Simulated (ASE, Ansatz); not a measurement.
# Structural relaxation of 1T-PtSe2, 1 layer, Te on Se sites (48 atoms)

Aim: bring 1T-PtSe2, 1 layer, Te on Se sites (48 atoms) to a nearby minimum of the energy and see what moves.

Main program and level: Ansatz 0.2.0; Kohn-Sham DFT, RPBE, PAW (set soft_2), plane waves.

This is a report of a sequence of runs, with most program output left out.

### 1. Starting point

The cell holds 48 atoms: 16 Pt, 25 Se and 7 Te. Its edges and angles: a = 14.920 Å, b = 14.920 Å, c = 14.600 Å, α = 90.0°, β = 90.0°, γ = 120.0°. It derives from PtSe2 (1T-PtSe2) and Te2Pt. 1 layer of 1T-PtSe2 (a = 3.73 Å), 4 x 4 cells; 12 Å of vacuum; 7 of 32 Se replaced by Te at random; not relaxed, displaced by a Gaussian of 0.02 Å. Vacuum lies along c.

Before any run, some limits are plain. The Brillouin zone is sampled at Γ only, in a cell whose shortest periodic width is 13 Å. The levels lack spin–orbit coupling, which is large for the heavy elements here.

### 2. Single point at the start

The forces at the start show how far the geometry lies from a minimum of this functional.

Contents of input.yaml:

```yaml
crystal:
  lattice:
    - [14.92, 0.0, 0.0]
    - [-7.46, 12.9211, 0.0]
    - [0.0, 0.0, 14.6]
  atoms:
    - { symbol: Pt, position: [0.00014, 0.99825, 0.49907] }
    - { symbol: Se, position: [0.08546, 0.16947, 0.58946] }
    - { symbol: Se, position: [0.16794, 0.08659, 0.41497] }
    - { symbol: Pt, position: [0.99905, 0.25091, 0.49988] }
    - { symbol: Te, position: [0.08504, 0.41986, 0.5888] }
    - { symbol: Se, position: [0.1671, 0.3333, 0.41049] }
    - { symbol: Pt, position: [0.99985, 0.50007, 0.50137] }
    - { symbol: Se, position: [0.08409, 0.66816, 0.59179] }
[... 36 atom lines left out ...]
    - { symbol: Se, position: [0.91693, 0.58418, 0.40797] }
    - { symbol: Pt, position: [0.74756, 0.7497, 0.50069] }
    - { symbol: Se, position: [0.83182, 0.91395, 0.59151] }
    - { symbol: Se, position: [0.91173, 0.83336, 0.41007] }
kpoints:
  mp_grid: { grid: [1, 1, 1] }
hamiltonian:
  xc: rpbe
scf:
  occupations: { method: gaussian, width: 0.05 }
output:
  forces: true
  populations: true
  dos:
    method: { smearing: { sigma: 0.1 } }
    de: 0.1
    projected:
      site_lists:
        Pt: [Pt]
        Se: [Se]
        Te: [Te]
        layer_1: [0, 1, 2, 3, 4, 5, 6, 7, 8, 9, 10, 11, 12, 13, 14, 15, 16, 17, 18, 19, 20, 21, 22, 23, 24, 25, 26, 27, 28, 29, 30, 31, 32, 33, 34, 35, 36, 37, 38, 39, 40, 41, 42, 43, 44, 45, 46, 47]
  eigenvalues: true
```

On the command line:

```bash
> ansatz run input.yaml --threads 4 --pin off --max-ram 8192MiB --backend cpu --events-out ev --progress --plain --runs-dir out
```

Elapsed: 45 s, on 4 threads of Arm Neoverse V2, shared host; peak memory 3.8 GiB; 2.9 min of CPU time.

The run gave:

```yaml
free_energy: -386402.8274 eV
free_energy_per_atom: -8050.0589 eV/atom
scf_cycles: 12
r_m_s_force_component: 0.8877 eV/Å
longest_force: 3.477 eV/Å
fermi_energy: 1.825 eV
spacing_of_highest_filled_and_lowest_empty_level: 1.034 eV
spilling_of_the_projection: 0.004549
```

The r.m.s. force component of 0.89 eV/Å sets the starting point.

Length of the force by element:

```csv
element,coordination,atoms,mean length of the force (eV/Å),spread,least,most
Pt,all,16,1.11,0.479,0.278,2.00
Se,all,25,0.820,0.384,0.138,2.01
Te,all,7,3.14,0.234,2.82,3.48
```

### 3. Relaxation

The atoms are relaxed in the fixed cell, aiming at the force tolerance of the input.

input.yaml, the sections that differ from step 2:

```yaml
output:
  forces: true
relax:
  f_tol: 0.05
  max_steps: 136
# crystal, kpoints, hamiltonian, scf: as in step 2
```

It took 100 s on 4 threads; peak memory 3.8 GiB; 6.4 min of CPU time.

Relaxation path:

```csv
step,energy less that of the first step (eV),largest force component (eV/Å)
1,0.0000,3.4435
2,-3.2121,0.4679
3,-3.5220,0.1086
4,-3.5315,0.0209
```

The atoms that moved most (Å):

```csv
atom,dx,dy,dz,length
Te5,-0.039,-0.031,0.360,0.363
Te33,0.071,0.087,-0.338,0.356
Te21,-0.101,0.035,-0.303,0.322
Te18,-0.060,-0.044,-0.294,0.303
Te26,-0.055,-0.017,0.295,0.300
Se38,0.031,-0.024,0.239,0.242
Te15,0.029,0.013,-0.224,0.227
Se3,-0.060,-0.095,-0.142,0.181
```

The relaxation changed the energy by -73.6 meV/atom, and atoms moved by 0.15 Å r.m.s., 0.36 Å at most.

### 4. Structure statistics after relaxation

Bonds before and after, by the cutoffs listed below:

```csv
pair,bonds before,bonds after,mean before (Å),mean after (Å),spread before (Å),spread after (Å)
Se-Pt,75,75,2.515,2.532,0.029,0.009
Pt-Te,21,21,2.523,2.673,0.020,0.009
```

Normalised to the volume that the atoms fill. Pair distribution functions g(r), in bins of 0.2 Å:

```csv
r (Å),total,Se-Se,Se-Pt,Se-Te,Pt-Pt,Pt-Te,Te-Te
2.50,4.16,0.00,12.00,0.00,0.00,0.00,0.00
2.70,1.04,0.00,0.00,0.00,0.00,10.70,0.00
2.90,0.00,0.00,0.00,0.00,0.00,0.00,0.00
3.10,0.00,0.00,0.00,0.00,0.00,0.00,0.00
3.30,0.00,0.00,0.00,0.00,0.00,0.00,0.00
3.50,1.17,3.27,0.00,1.84,0.00,0.00,0.00
3.70,3.37,5.34,0.00,4.72,9.66,0.00,5.97
3.90,0.51,0.27,0.00,1.43,1.30,0.00,3.35
4.10,0.00,0.00,0.00,0.00,0.00,0.00,0.00
4.30,0.02,0.00,0.05,0.00,0.00,0.00,0.00
4.50,1.40,0.00,3.62,0.00,0.00,1.41,0.00
4.70,0.25,0.00,0.10,0.00,0.00,2.20,0.00
4.90,0.00,0.00,0.00,0.00,0.00,0.00,0.00
5.10,0.44,1.53,0.00,0.17,0.00,0.00,0.00
5.30,0.21,0.00,0.00,1.11,0.00,0.00,1.73
5.50,0.00,0.00,0.00,0.00,0.00,0.00,0.00
5.70,0.32,0.00,0.89,0.00,0.00,0.11,0.00
5.90,1.57,0.00,3.55,0.00,0.00,3.54,0.00
6.10,0.10,0.07,0.03,0.00,0.00,0.70,0.00
6.30,0.84,2.14,0.00,1.27,0.55,0.00,0.41
6.50,1.18,1.44,0.00,2.67,3.11,0.00,1.96
6.70,0.02,0.03,0.00,0.11,0.00,0.00,0.00
6.90,0.00,0.00,0.00,0.00,0.00,0.00,0.00
7.10,0.00,0.00,0.00,0.00,0.00,0.00,0.00
7.30,0.19,0.29,0.00,0.35,0.47,0.00,0.31
7.50,0.70,0.98,0.00,1.16,2.28,0.00,0.29
7.70,0.12,0.04,0.27,0.08,0.00,0.06,0.00
7.90,0.95,0.00,2.13,0.00,0.00,2.15,0.00
```

Bonds by pair of elements; cutoffs follow the first minimum of g(r), held within bounds set by covalent radii, and pairs that aren't listed don't count as bonded:

```csv
pair A-B,cutoff (Å),bonds,mean length (Å),spread (Å),shortest (Å),B about A,A about B
Se-Pt,3,75,2.53,0.009,2.51,3,4.69
Pt-Te,3.21,21,2.67,0.009,2.66,1.31,3
```

How many atoms have how many bonded neighbours:

```csv
element,mean,3,6
Pt,6,0,16
Se,3,25,0
Te,3,7,0
```

Bond angles, per cent of each kind in bins of 5°:

```csv
angle (°),Se-Pt-Se,Se-Pt-Te,Pt-Se-Pt,Pt-Te-Pt,Te-Pt-Te
80–85,4.0,0.0,0.0,0.0,0.0
85–90,36.2,41.6,0.0,42.9,42.9
90–95,29.5,36.4,74.7,57.1,35.7
95–100,10.1,2.6,25.3,0.0,0.0
100–105,0.0,0.0,0.0,0.0,0.0
105–110,0.0,0.0,0.0,0.0,0.0
110–115,0.0,0.0,0.0,0.0,0.0
115–120,0.0,0.0,0.0,0.0,0.0
120–125,0.0,0.0,0.0,0.0,0.0
125–130,0.0,0.0,0.0,0.0,0.0
130–135,0.0,0.0,0.0,0.0,0.0
135–140,0.0,0.0,0.0,0.0,0.0
140–145,0.0,0.0,0.0,0.0,0.0
145–150,0.0,0.0,0.0,0.0,0.0
150–155,0.0,0.0,0.0,0.0,0.0
155–160,0.0,0.0,0.0,0.0,0.0
160–165,0.0,0.0,0.0,0.0,0.0
165–170,0.0,0.0,0.0,0.0,0.0
170–175,0.0,0.0,0.0,0.0,0.0
175–180,20.1,19.5,0.0,0.0,21.4
```

Bond angles (no mean is given where the spread exceeds 20°):

```csv
angle,count,mean (°),spread (°)
Se-Pt-Se,149,-,-
Se-Pt-Te,77,-,-
Pt-Se-Pt,75,94.4,1.4
Pt-Te-Pt,21,90.3,1.3
Te-Pt-Te,14,-,-
```

By these cutoffs all Pt atoms have 6, all Se atoms have 3 and all Te atoms have 3 bonded neighbours.

### 5. Single point at the relaxed geometry

One more single point at the end of the walk gives the fuller output and checks the residual forces.

Contents of input.yaml:

```yaml
crystal:
  lattice:
    - [14.92, 0.0, 0.0]
    - [-7.46, 12.9211, 0.0]
    - [0.0, 0.0, 14.6]
  atoms:
    - { symbol: Pt, position: [0.99856, 0.99846, 0.50194] }
    - { symbol: Se, position: [0.08101, 0.16108, 0.59829] }
    - { symbol: Se, position: [0.16022, 0.0792, 0.40525] }
    - { symbol: Pt, position: [0.99778, 0.2466, 0.50981] }
    [... 38 atom lines left out ...]
    - { symbol: Pt, position: [0.75331, 0.49997, 0.49612] }
    - { symbol: Se, position: [0.83201, 0.66703, 0.58606] }
    - { symbol: Se, position: [0.91978, 0.58365, 0.40544] }
    - { symbol: Pt, position: [0.75299, 0.75427, 0.49463] }
    - { symbol: Se, position: [0.83336, 0.91517, 0.59552] }
    - { symbol: Se, position: [0.91969, 0.83672, 0.4053] }
kpoints:
  mp_grid: { grid: [1, 1, 1] }
hamiltonian:
  xc: rpbe
scf:
  occupations: { method: gaussian, width: 0.05 }
output:
  forces: true
  populations: intrinsic
  dos:
    method: { smearing: { sigma: 0.08 } }
    de: 0.1
    projected:
      site_lists:
        Pt: [Pt]
        Se: [Se]
        Te: [Te]
        layer_1: [0, 1, 2, 3, 4, 5, 6, 7, 8, 9, 10, 11, 12, 13, 14, 15, 16, 17, 18, 19, 20, 21, 22, 23, 24, 25, 26, 27, 28, 29, 30, 31, 32, 33, 34, 35, 36, 37, 38, 39, 40, 41, 42, 43, 44, 45, 46, 47]
  eigenvalues: true
  write_density: true
  write_potential: true
  volumetric_format: npy
```

The job ended after 49 s (4 threads; peak memory 3.8 GiB).

The program notes that the exchange-correlation potential is rough where the density is thin.

Read from the output:

```
free energy                                      : -386406.3589 eV
free energy per atom                             : -8050.1325 eV/atom
SCF cycles                                       : 12
r.m.s. force component                           : 0.00571 eV/Å
longest force                                    : 0.02285 eV/Å
Fermi energy                                     : 1.876 eV
gap (highest filled to lowest empty level) : 0.8758 eV
potential in mid-vacuum, over the Fermi level    : 4.541 eV
potential 4.5 Å over the upper face              : 4.547 eV
potential 4.5 Å under the lower face             : 4.534 eV
```

Intrinsic-atomic-orbital charges by element:

```csv
element,coordination,atoms,mean charge (e),spread,least,most
Pt,all,16,0.459,0.0539,0.339,0.525
Se,all,25,-0.280,0.0134,-0.310,-0.259
Te,all,7,-0.0477,0.0177,-0.0696,-0.0164
```

Charge against the make-up of the first shell:

```csv
Se neighbours of Pt,atoms,mean charge (e)
2,1,0.339
3,2,0.379
4,2,0.423
5,7,0.473
6,4,0.521
```

By region:

```csv
region,atoms,mean length of the force (eV/Å),net charge (e)
layer 1,48,0.008,0
```

States in the cell by windows of 1 eV, zero at the Fermi level; the larger projections on atomic orbitals stand beside the total:

```csv
from (eV),to (eV),total,layer 1,Pt d,Se p,Te p,Pt s,Se s
-14,-13,39.3,39.2,2.5,0.5,0.2,1.9,33.8
-13,-12,3.5,3.5,0.3,0.0,0.0,0.0,2.9
-12,-11,13.7,13.7,1.1,0.2,0.1,0.6,0.7
-11,-7,0.0,0.0,0.0,0.0,0.0,0.0,0.0
-7,-6,17.1,16.9,4.6,7.6,1.3,3.1,0.3
-6,-5,67.9,67.3,35.7,23.2,4.7,1.8,1.4
-5,-4,53.1,52.5,27.2,17.0,5.3,0.9,1.3
-4,-3,40.8,40.6,33.6,3.7,1.2,1.1,0.8
-3,-2,55.1,54.3,23.4,22.5,6.2,1.4,0.5
-2,-1,43.2,42.5,10.2,25.7,6.3,0.0,0.1
-1,0,10.8,10.6,1.1,6.3,3.1,0.0,0.0
0,1,24.0,23.3,7.6,11.0,3.8,0.1,0.6
1,2,36.0,35.4,9.9,18.8,5.9,0.1,0.5
2,3,4.0,4.0,1.0,2.1,0.9,0.0,0.0
3,4,8.0,5.5,0.2,1.4,0.5,3.0,0.2
4,5,37.3,11.2,0.2,3.4,1.1,6.0,0.4
```

The curve was stored every 0.100 eV, coarse against its broadening of 0.08 eV, so these counts are rough.

Between -26 and -14 eV lie 8 more states.

The stored curve holds about 352 of the 800 electrons; the rest, give or take the few that broadening carries across the Fermi level, lie in deeper levels below its range.

The levels nearest the highest filled one (over half full), pooled over k-points and spins:

```csv
level less the highest filled one (eV),occupation
-0.565,2
-0.495,2
-0.478,2
-0.391,2
-0.0379,2
0,2
0.876,0
0.917,0
0.926,0
0.979,0
1.000,0
1.01,0
```

Planar average of the electrostatic potential energy along the normal, with the Fermi level as zero, after a running mean with a triangular window 4 Å wide at its base:

```csv
height (Å),potential energy (eV)
0.0,4.54
0.4,4.54
0.9,4.53
1.2,4.53
1.6,4.53
2.0,4.52
2.5,4.49
2.9,4.42
3.4,4.19
3.6,3.89
4.1,3.19
4.5,2.12
5.0,0.61
5.4,-1.32
5.8,-3.47
6.1,-4.91
6.6,-6.78
7.0,-7.98
7.4,-8.17
7.9,-7.30
8.3,-5.60
8.6,-4.22
9.1,-2.03
9.5,0.04
9.9,1.73
10.4,2.94
10.8,3.76
11.1,4.12
11.5,4.42
12.0,4.51
12.4,4.54
12.8,4.55
13.3,4.55
13.6,4.55
14.0,4.54
14.5,4.54
```

Electrostatic potential energy in the ca plane at fractional y = 0.079, with atoms of Se and Te within 0.2 Å of it. With pseudopotentials it is smooth inside the atoms' cores, unlike the true potential.

Ten even steps from '0' (-13 eV) to '9' (6 eV), each cell a mean:
```
99999999999999742125788888999999999999999
99999999999998302200689999999999999999999
99999999999998401201689999999999999999999
99999999999999853246677888899999999999999
99999999999999998875435666789999999999999
99999999999999998876445666789999999999999
99999999999999741124678888999999999999999
99999999999998402300589999999999999999999
99999999999998501100689999999999999999999
99999999999999864346777777789999999999999
99999999999999998876445544578999999999999
99999999999999876776556644578999999999999
99999999999986212125788877889999999999999
99999999999972299912789999999999999999999
99999999999984167603789999999999999999999
99999999999997532246778888999999999999999
99999999999999988875445667899999999999999
99999999999999988875456667899999999999999
99999999999999742246788888999999999999999
99999999999997102202789999999999999999999
99999999999997102202789999999999999999999
99999999999999742246778888899999999999999
99999999999999998875445556789999999999999
99999999999999998876445666799999999999999
```
Columns run along c (14.6 Å; values clipped at the 3rd and 97th percentile), rows up along a (14.9 Å). Atoms in or near the plane, at fractional coordinates: Se at (0.41, 0.16), Te at (0.40, 0.42), Se at (0.42, 0.67), Se at (0.41, 0.92).

Valence density in the ca plane at fractional y = 0.079, with atoms of Se and Te within 0.2 Å of it. It is the smooth field of the valence electrons, not physical close to the nuclei.

Values in e/Å³, 13 rows by 16 columns, each cell a mean:
```
 0  0  0  0  0  0  6  1  0  0  0  0  0  0  0  0
 0  0  0  0  0  0  8  2  0  0  0  0  0  0  0  0
 0  0  0  0  0  0  0  0  1  0  0  0  0  0  0  0
 0  0  0  0  0  0  2  1  0  0  0  0  0  0  0  0
 0  0  0  0  0  0 11  3  0  0  0  0  0  0  0  0
 0  0  0  0  0  0  0  0  0  0  0  0  0  0  0  0
 0  0  0  0  0  0  1  0  0  0  0  0  0  0  0  0
 0  0  0  0  0  2  9  1  0  0  0  0  0  0  0  0
 0  0  0  0  0  0  1  0  0  0  0  0  0  0  0  0
 0  0  0  0  0  0  0  0  0  0  0  0  0  0  0  0
 0  0  0  0  0  1 11  1  0  0  0  0  0  0  0  0
 0  0  0  0  0  0  4  1  0  0  0  0  0  0  0  0
 0  0  0  0  0  0  0  0  1  0  0  0  0  0  0  0
```
Columns run along c (14.6 Å), rows up along a (14.9 Å). Atoms in or near the plane, at fractional coordinates: Se at (0.41, 0.16), Te at (0.40, 0.42), Se at (0.42, 0.67), Se at (0.41, 0.92).

Mean intrinsic-atomic-orbital charges: Pt +0.46, Se -0.28, Te -0.05 e. The charge on Pt changes by +0.046 e for each Se neighbour that takes the place of another kind, on average. The largest share in the top eV of filled states is Se p (61 % of the projected weight), and in the lowest eV of empty states Se p (49 % of the projected weight). The potential stands 4.98 eV above the highest filled level over the upper face and 4.97 eV under the lower one, a reading of the ionisation potential at this level on the run's k-points.

A closer look about Te26, one of the 7 Te atoms: 13 atoms, nearest first, numbered in the order of the input, with positions taken from that point.

```csv
atom,x,y,z,distance (Å),bonds,intrinsic-atomic-orbital charge (e)
Te26,0.00,0.00,0.00,0.00,3,-0.03
Pt40,1.94,1.10,-1.45,2.66,6,0.47
Pt25,0.06,-2.19,-1.53,2.67,6,0.42
Pt28,-1.82,1.12,-1.63,2.69,6,0.38
Se27,1.93,-1.04,-2.80,3.55,3,-0.27
Se30,0.13,2.13,-2.88,3.59,3,-0.28
Se14,-3.69,-0.01,-0.33,3.71,3,-0.27
Te15,-1.78,-1.09,-3.10,3.74,3,-0.02
Se23,-1.87,-3.23,-0.29,3.74,3,-0.26
Se38,3.77,-0.02,-0.09,3.77,3,-0.28
Se41,1.87,3.29,-0.15,3.79,3,-0.30
Se35,1.93,-3.25,-0.15,3.79,3,-0.31
Se29,-1.83,3.31,-0.33,3.80,3,-0.31
```

The column of bonds counts only the pairs Se-Pt within 3.00 Å, Pt-Te within 3.21 Å; other neighbours, such as metal atoms beside each other in a compound, aren't counted, and periodic images can show an atom twice.

### 6. Outcome

- energy change in the relaxation: -73.57 meV/atom
- r.m.s. displacement: 0.15 Å
- largest displacement: 0.363 Å
- free energy per atom: -8050.1325 eV/atom
- r.m.s. force component: 0.00571 eV/Å
- gap (highest filled to lowest empty level): 0.8758 eV
- potential in mid-vacuum, over the Fermi level: 4.541 eV
- wall time of the 3 DFT runs: 3.2 min

**Reading.** Relaxation lowers the energy by 73.6 meV/atom and moves atoms by 0.15 Å r.m.s.; the r.m.s. force component goes from 0.89 to 0.0057 eV/Å, and the gap from 1.03 to 0.876 eV. By the final cutoffs no bond was broken or made. First to last step the energy falls by 3.532 eV; the largest move, 0.36 Å, is that of Te5. The Pt-Te bonds change most in mean length: from 2.523 Å (spread 0.020) to 2.673 Å (spread 0.009). Counting bonds as in the table, all Pt atoms have 6, all Se atoms have 3 and all Te atoms have 3 bonded neighbours. The highest filled and lowest empty levels differ by 0.876 eV at Γ alone; the mesh holds the band edges only if they fold onto it, so the gap at this level can be narrower or closed. The potential stands 4.98 eV above the highest filled level over the upper face and 4.97 eV under the lower one, a reading of the ionisation potential at this level on the run's k-points.

[Logs are printed without paths, hosts, clocks, repeated set-up lines and the standing remarks that a program may print on its own settings, such as how far it seeks lower states.]

[Hosts, paths, dates, database ids (printed as entryN), source tags and the programs' standing remarks are cut or masked in the printed files.]
